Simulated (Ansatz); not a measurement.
## NaB (Fm-3m): from the cell to its phonons

The cell of NaB (Fm-3m) is at rest. What are its phonons? After the zone centre comes a 4×4×4 q mesh on a 16×16×16 k mesh.

Method: DFT PBEsol, scalar-relativistic, plane waves, PAW; PAW set soft_1, in Ansatz 0.2.0.

## 1. Set-up

The structure is cubic, space group Fm-3m (No. 225). The conventional cell has a = 5.302 Å, b = 5.302 Å, c = 5.302 Å, α = 90.00°, β = 90.00°, γ = 90.00°. Nearest to Na lie 6 B at 2.65 Å. B has 6 Na at 2.65 Å nearest. Farther neighbours are not listed.

## 2. Zone-centre response

The cell comes from relaxations at this level that are not shown. The zone centre comes first: it holds the modes that light can see, as far as symmetry allows. No field response is asked, since the mesh shows no gap.

Input file input.yaml:

```yaml
crystal:
  lattice:
    - [0.0, 2.6511930787, 2.6511930787]
    - [2.6511930787, 0.0, 2.6511930787]
    - [2.6511930787, 2.6511930787, 0.0]
  atoms:
    - { symbol: Na, position: [0.0, 0.0, 0.0] }
    - { symbol: B, position: [0.5, 0.5, 0.5] }
kpoints:
  mp_grid: { grid: [16, 16, 16] }
hamiltonian:
  xc: pbesol
  pseudopotentials: { kind: paw, azcp: { folder: soft_1 }, xc_functional: pbe }
scf:
  occupations: { method: methfessel_paxton, width: 0.2 }
output:
  eigenvalues: true
phonons:
  method: dfpt
```

Command:

```sh
ansatz run input.yaml --threads 4 --pin off --max-ram 10240MiB --backend cpu --events-out ev --progress --plain --runs-dir out
```

Numbers of over 12 decimals in the logs are rounded to 6 here.

What it wrote:

```text
Engine: ansatz 0.2.0, aarch64-unknown-linux-gnu
Pseudopotentials: kind: paw
Pseudopotential: Na, paw, valence charge 9, recommended cutoff 420 eV (normal), soft_1/Na.paw.azcp
Pseudopotential: B, paw, valence charge 3, recommended cutoff 420 eV (normal), soft_1/B.paw.azcp
Functional definition: PBEsol
  exchange = pbesol_x
  correlation = pbesol_c
Crystal: 2 atoms, lattice volume = 37.270 Å³
Basis set: ecut = 420 eV, 725 PW (Γ), exchange–correlation on 54×54×54 points (8 copies of the dense FFT grid, shifted against one another)
Bands: 10, of which v1, the nominal top of the filled ones, is band 6 counted from 1 (5 counted from 0)
Symmetry: 48 space group operations
k-points: 349 of 4096 (irreducible under 8 space group operations, time reversal used)
Non-local potential: Na, projectors of the file, l = 0: 3, l = 1: 2, l = 2: 1
Non-local potential: B, projectors of the file, l = 0: 2, l = 1: 2, l = 2: 1
PAW form: soft (Blöchl's): semilocal exchange-correlation on the pseudo side does not see the compensation charge
PAW frozen core: Na, regenerated for the run's functional, and the local potential with it (the file was generated under x = pbe(κ = 0.804, μ = 0.219515), c = pbe(β = 0.066725))
PAW frozen core: B, regenerated for the run's functional, and the local potential with it (the file was generated under x = pbe(κ = 0.804, μ = 0.219515), c = pbe(β = 0.066725))
PAW one-centre angular grid: Na, 110 points (default); XC on 64 Gauss nodes
PAW one-centre angular grid: B, 110 points (default); XC on 64 Gauss nodes
Initial density: superposition of atomic densities (chi_scale 0.1, normalization cell, long waves kept (reshape's long-wave potential 0.00 eV rms))
Initial wavefunctions: pseudopotential atomic-orbital guess
Functional: x = pbesol(κ = 0.804, μ = 0.123457), c = pbesol(β = 0.046)
SCF iter   1: F=—  HF=-1624.707555 eV  |F-HF|=—  |Δ(HF+E_count)|=         —  Δρ=1.71e-2  dr2=8.18e-2  ethr=3.10e-3  ⟨swp⟩=5.3  Hψ=19215  notcnv=0
preconditioner: auto → none  [metal: Δε(μ)=0.064 eV  Ē_g=7.985 eV  σ=0.200 eV  W_gap=0.26  n_scr=8 (ndim 8)  ℏωp=12.2 eV  f_vac=0.000  D(μ)=1.13/eV (n_scr^D=8)  sad-step TF]
SCF iter   2: F=—  HF=-1624.684138 eV  |F-HF|=—  |Δ(HF+E_count)|=   2.34e-2  S|Δr|=    0.00e0  Δρ=7.24e-3  dr2=2.02e-2  ethr=6.82e-4  ⟨swp⟩=2.0  Hψ=7337  notcnv=0
SCF iter   3: F=—  HF=-1624.677397 eV  |F-HF|=—  |Δ(HF+E_count)|=   6.74e-3  S|Δr|=    0.00e0  Δρ=1.19e-3  dr2=4.22e-4  ethr=1.68e-4  ⟨swp⟩=2.9  Hψ=5467  notcnv=0
SCF iter   4: F=—  HF=-1624.677393 eV  |F-HF|=—  |Δ(HF+E_count)|=   3.36e-6  S|Δr|=    0.00e0  Δρ=3.48e-4  dr2=1.64e-5  ethr=3.51e-6  ⟨swp⟩=2.0  Hψ=4303  notcnv=0
SCF iter   5: F=—  HF=-1624.677406 eV  |F-HF|=—  |Δ(HF+E_count)|=   1.26e-5  S|Δr|=    0.00e0  Δρ=2.51e-5  dr2=1.55e-7  ethr=1.36e-7  ⟨swp⟩=2.0  Hψ=5571  notcnv=0
SCF iter   6: F=—  HF=-1624.677407 eV  |F-HF|=—  |Δ(HF+E_count)|=   4.43e-7  S|Δr|=    0.00e0  Δρ=2.32e-6  dr2=3.16e-9  ethr=1.29e-9  ⟨swp⟩=2.8  Hψ=5237  notcnv=0  defer=4
SCF iter   7: F=—  HF=-1624.677407 eV  |F-HF|=—  |Δ(HF+E_count)|=  9.07e-10  S|Δr|=    0.00e0  Δρ=1.81e-7  dr2=1.85e-11  ethr=2.63e-11  ⟨swp⟩=1.9  Hψ=4110  notcnv=0  defer=4
SCF iter   8: F=-1624.677407 eV  HF=-1624.677407 eV  |F-HF|=2.27e-13  |Δ(HF+E_count)|=  1.59e-12  S|Δr|=    0.00e0  Δρ=1.63e-8  dr2=5.55e-14  ethr=1.00e-12  ⟨swp⟩=6.7  Hψ=16650  notcnv=0
SCF 1 converged in 8 iterations: F = -1624.677407 eV  dr2 = 5.55e-14
  greatest PAW one-centre occupation: 0.999 electrons in one spin orbital (limit 2), on the Na atom at site 0 (counted from 0), in its partial waves of l = 0
DFPT response loops at Γ: preconditioner auto → Kerker (q_TF=auto, 2.259 Å⁻¹) (partly filled bands, converged f_vac=0.000); β = 1.00, the filter's whole step (`scf.mixing.beta` (0.50) is not read by the response loops under this deck's `scf.mixing.preconditioner`; to damp them name `kerker` or `kerker_dos`, under which they read `scf.mixing.beta`, and type it under 1.00, their step now; both keys bind the ground state too); Broyden in place of MSR1
SCF converged after 8 iterations
Stability not checked: this state was not tested for a lower state beside it, because cold or Methfessel-Paxton smearing, or corrected tetrahedra, fill the levels in a way that the test cannot read (fill_not_monotonic; see scf.lower_state_search)
Free energy (F): -1624.677407 eV
Harris-Foulkes:  -1624.677407 eV  (|F-HF|=2.27e-13)
Internal energy: -1624.676225 eV  (E = F + TS)
E sigma→0 (E₀):  -1624.677111 eV
Entropy (-TS):   -0.001182 eV (-0.591 meV/atom)
Fermi energy:    2.816736 eV
--- Per-component energies (eV) ---
  E_band       = -217.568184
  E_kinetic    = 148.880713
  E_local      = -1526.456777  (includes V_loc(G=0)·N_el)
  E_nonlocal   = 291.696885
  E_hartree    = 523.765948
  E_xc         = -64.149663
  E_vxc        = -79.273811  (∫ρ·V_xc dr)
  E_paw        = -358.281323  (= ΣΔE_a)
  E_vpaw       = -99.947112  (= ΣTr[D̂ρ^β])
  E_aug_tail   = 0.000016  (compensation charges beyond the density's cutoff)
  E_ewald      = -640.201429
  E_core_change = 0.069405  (= ΣΔE_core)
  E_smearing   = -0.001182  (= −TS)
  E_closure    = -0.000000  (closes the sum)
  Σ components = -1624.677407   (vs F -1624.677407, Δ=0.00e0)
--- Band table (eV; the first three rows and the last of 349) ---
  k-point 0: bands = ["-47.9449", "-20.0322", "-20.0322", "-20.0322", "-4.4476", "5.3080", "5.3080", "5.3080", "10.6094", "13.0965"]
  k-point 1: bands = ["-47.9449", "-20.0341", "-20.0324", "-20.0324", "-4.3980", "5.1158", "5.2784", "5.2784", "10.7225", "12.7582"]
  k-point 2: bands = ["-47.9446", "-20.0395", "-20.0329", "-20.0329", "-4.2510", "4.6006", "5.1967", "5.1967", "10.9345", "12.3001"]
  k-point 348: bands = ["-47.9420", "-20.0623", "-20.0623", "-20.0496", "-1.7720", "2.2332", "2.2332", "3.3064", "11.6109", "12.0808"]
--- Phonons (Γ-DFPT): 2 representative perturbations + reference, on 349 of 4096 k-points (Σ response iterations 6) ---
  k mesh reduced under 8 symmetry operations, with k and −k counted as one. Each operation leaves every solved perturbation unchanged. A smaller set is not used because it would not reduce the number of displacements times k-points to solve
  ASR residual: 1.840e-5 → 0.000e0 eV/Å²; symmetrization residual: 2.455e-7 eV/Å²
  ASR residual per site (eV/Å²): 1.84e-5 1.09e-6
  Γ frequencies (cm⁻¹): 0.00 0.00 0.00 306.48 306.48 306.48
  non-analytic LO–TO correction: not included (Born effective charges unavailable; polar crystals: no LO–TO splitting at Γ)
```

It took 7.3 s on 4 threads of Arm Neoverse V2, shared host; peak memory 0.59 GiB; 27 s of CPU time.

The column dr2 measures how far the density is from self-consistency, as an energy; F and HF (Harris–Foulkes) agree once it is small.

This step gave:

```yaml
volume_per_atom: 18.63 Å³
gap_on_the_k_mesh: 0 eV
sum_rule_residual_before_enforcement: 1.84e-5 eV/Å²
point_group: m-3m
highest_optical_mode_at_the_zone_centre_no_lo_to_term: 306.5 cm⁻¹
lowest_optical_zone_centre_mode: 306.5 cm⁻¹
```

Patterns of degenerate modes are one choice out of their space. Modes at Γ, with each element's share of the kinetic energy:

```tsv
mode	frequency (cm⁻¹)	symmetry	Na %	B %
1	0.0	acoustic	68	32
2	0.0	acoustic	68	32
3	0.0	acoustic	68	32
4	306.5	T1u	32	68
5	306.5	T1u	32	68
6	306.5	T1u	32	68
```

Displacements in mode 6 (306.5 cm⁻¹), the largest set to 1:
```
Na1  0.00  0.36 -0.47
B2   0.00 -0.76  1.00
```

Before it was imposed, the acoustic sum rule was missed by 1.8e-5 eV/Å². Small misses are needed for a sound result but don't prove that mesh and cutoff are converged. The lowest optical mode is real, 306 cm⁻¹.

## 3. The dispersion

Stability and thermal properties need the whole zone. Linear response on a 4×4×4 q mesh gives force constants as far as a supercell of that size would.

input.yaml, as its differences from that of step 2:

```diff
@@ -19 +19,8 @@
   method: dfpt
+  qmesh: [4, 4, 4]
+  temperatures: { t_max: 1000, t_step: 50 }
+  qpath:
+    path:
+      - [[0.0, 0.0, 0.0], [0.5, 0.0, 0.5], [0.625, 0.25, 0.625]]
+      - [[0.375, 0.375, 0.75], [0.0, 0.0, 0.0], [0.5, 0.5, 0.5], [0.5, 0.25, 0.75], [0.5, 0.0, 0.5]]
+    npoints: 10
```

What it wrote:

```text
[...]
Crystal: 2 atoms, lattice volume = 37.270 Å³
Basis set: ecut = 420 eV, 725 PW (Γ), exchange–correlation on 54×54×54 points (8 copies of the dense FFT grid, shifted against one another)
Bands: 10, of which v1, the nominal top of the filled ones, is band 6 counted from 1 (5 counted from 0)
Symmetry: 48 space group operations
k-points: 145 of 4096
[...]
SCF iter   1: F=—  HF=-1624.707550 eV  |F-HF|=—  |Δ(HF+E_count)|=         —  Δρ=1.72e-2  dr2=8.18e-2  ethr=3.10e-3  ⟨swp⟩=5.3  Hψ=7992  notcnv=0
[...]
SCF iter   8: F=-1624.677407 eV  HF=-1624.677407 eV  |F-HF|=6.82e-13  |Δ(HF+E_count)|=  2.05e-12  S|Δr|=    0.00e0  Δρ=1.82e-8  dr2=6.71e-14  ethr=1.00e-12  ⟨swp⟩=6.8  Hψ=6718  notcnv=0
SCF 1 converged in 8 iterations: F = -1624.677407 eV  dr2 = 6.71e-14
[...]
iter 1 solved again at ethr=2.38e-7 eV; its pass at ethr=3.10e-3 eV (dr2=2.86e-5 eV) is discarded
SCF iter   1: F=—  HF=-1624.677406 eV  |F-HF|=—  |Δ(HF+E_count)|=         —  Δρ=1.70e-6  dr2=4.97e-10  ethr=2.38e-7  ⟨swp⟩=3.1  Hψ=12383  notcnv=0
eigensolver tolerance schedule: the retry pair's looser diagonalisation over-reported the residual by 57544.78 of it (diagonalisation noise at an unbounded share of the residual, at the tolerance the schedule requests for it); recorded, not acted on — ethr = c·dr2/N_el stays at c = 1.0e-1
[...]
SCF iter   2: F=—  HF=-1624.677407 eV  |F-HF|=—  |Δ(HF+E_count)|=   1.96e-7  S|Δr|=    0.00e0  Δρ=1.48e-6  dr2=3.97e-10  ethr=4.14e-12  ⟨swp⟩=3.2  Hψ=3195  notcnv=0
[...]
SCF iter   6: F=-1624.677407 eV  HF=-1624.677407 eV  |F-HF|=7.05e-12  |Δ(HF+E_count)|=  5.23e-12  S|Δr|=    0.00e0  Δρ=1.98e-7  dr2=6.41e-12  ethr=1.00e-12  ⟨swp⟩=1.0  Hψ=3480  notcnv=0
SCF 2 converged in 6 iterations: F = -1624.677407 eV  dr2 = 6.41e-12
phonons: the bands overlap, so this run is a metal and interpolates without the dipole-dipole term. If the crystal is really an insulator or semiconductor, its LO-TO splitting is missing
NSCF: frozen V_eff on 145 k-points
WARN: eigensolver did not converge in 2 slots of this pass, the one above among them; of largest residual over every band (k=9): 1 band(s) unlocked (lowest unlocked band 9, counted from 0; max residual 4.66e-6 eV among the unlocked bands, 4.66e-6 eV over every band); of lowest unlocked band (k=9): band 9
[...]
DFPT response loops at q = (0, 0, 0) (fractional): preconditioner auto → Kerker (q_TF=auto, 2.259 Å⁻¹) (partly filled bands, converged f_vac=0.000); β = 1.00, the filter's whole step (`scf.mixing.beta` (0.50) is not read by the response loops under this deck's `scf.mixing.preconditioner`; to damp them name `kerker` or `kerker_dos`, under which they read `scf.mixing.beta`, and type it under 1.00, their step now; both keys bind the ground state too); Broyden in place of MSR1
[...]
SCF converged after 8 iterations
[...]
Free energy (F): -1624.677407 eV
[...]
Internal energy: -1624.676225 eV  (E = F + TS)
E sigma→0 (E₀):  -1624.677111 eV
Entropy (-TS):   -0.001182 eV (-0.591 meV/atom)
Fermi energy:    2.816736 eV
[...]
--- Band table (eV; the first three rows and the last of 145) ---
[...]
--- Phonons (Γ-DFPT): 2 representative perturbations + reference (Σ response iterations 6) ---
  ASR residual: 2.959e-5 → 0.000e0 eV/Å²; symmetrization residual: 5.689e-8 eV/Å²
  ASR residual per site (eV/Å²): 2.96e-5 2.07e-6
  Γ frequencies (cm⁻¹): 0.00 0.00 0.00 306.48 306.48 306.48
--- Phonons (arbitrary-q DFPT): 8 irreducible q on the 4×4×4 mesh ---
  q = [0.0000, 0.0000, 0.0000] (star 1, of the zone-centre solve; hermiticity 4.48e-8, symmetrization 2.95e-13): -0.00 0.00 0.00 306.48 306.48 306.48
  q = [0.0000, 0.0000, 0.2500] (star 8, 2 solved perturbations on 2176 of 4096 k-point pairs; hermiticity 2.17e-7, symmetrization 1.24e-12): 65.87 109.70 109.70 265.24 283.51 283.51
[...]
q = [0.0000, 0.2500, 0.2500] (star 6, 4 solved perturbations in 3616 linear systems a pass and spin channel, the states on 1160 of 4096 k-point pairs; hermiticity 2.15e-7, symmetrization 6.07e-13): -77.80 -77.80 183.10 216.15 302.64 302.64
[...]
sum rule: each row above includes the acoustic sum rule's correction from the zone centre's row sums; it moved no ω² by more than (0.59 cm⁻¹)²
  mesh force constants: q→R imaginary residual 8.40e-18; ASR residual 2.959e-5 → 0.000e0 eV/Å²; symmetrization residual 2.887e-15 eV/Å²
  interpolated dispersion: 62 rows × 6 modes
  density of states and harmonic sums: on the 20×20×20 q-mesh, interpolated from the force constants of a 4×4×4 supercell (no non-analytic term)
  largest difference from the sums on the solved wave vectors: F 8.02e-2 eV, S 1.09e-4 and C_V 2.97e-5 eV/K
  zero-point energy: 0.060855 eV/cell   skipped modes (ω ≤ 0): 389, of them read as no rigid motion or as one in doubt: 386 (1.523e0 modes/cell left out, lowest -209.70 cm⁻¹)   left out of the sums: 2.54e-1 of the cell's modes: C_V's classical limit lies that fraction below 3 k_B per atom; for a crystal, a wire or a layer, F and S can be off by more, and a phonons.interpolated_qmesh denser along its periods is the remedy for the sampling
```

Wall time 3.8 min (4 threads); peak memory 3.2 GiB.

Numbers from this step:

- sum-rule residual before enforcement: 2.96e-5 eV/Å²
- lowest frequency on the path: -209.7 cm⁻¹
- highest frequency on the path or at a solved wavevector: 306.5 cm⁻¹
- lowest mode on the q mesh (acoustic modes at Γ apart): -209.7 cm⁻¹

Frequencies (cm⁻¹) solved at each irreducible wavevector; negative means imaginary. Frequencies by wavevector, by row:

```tsv
q in reciprocal lattice units	star	mode 1	mode 2	mode 3	mode 4	mode 5	mode 6
0 0 0	1	0	0	0	306.5	306.5	306.5
0 0 0.25	8	65.9	109.7	109.7	265.2	283.5	283.5
0 0 -0.5	4	-39.2	182.3	182.3	198.9	236.9	236.9
0 0.25 0.25	6	-77.8	-77.8	183.1	216.2	302.6	302.6
0 0.25 -0.5	24	-147.7	53.9	55.7	252.1	278.9	281
0 0.25 -0.25	12	-113.8	145.4	181.1	193.7	240.8	300.3
0 -0.5 -0.5	3	-209.7	-133.5	-133.5	282.6	304.2	304.2
0.25 -0.5 -0.25	6	-174.6	-174.6	187	207.9	288.4	288.4
```

[end of part 1 of 2]

[Logs are printed without paths, hosts, clocks, repeated set-up lines and the standing remarks that a program may print on its own settings, such as how far it seeks lower states.]

[Hosts, paths, dates, database ids (printed as entryN), source tags and the programs' standing remarks are cut or masked in the printed files.]
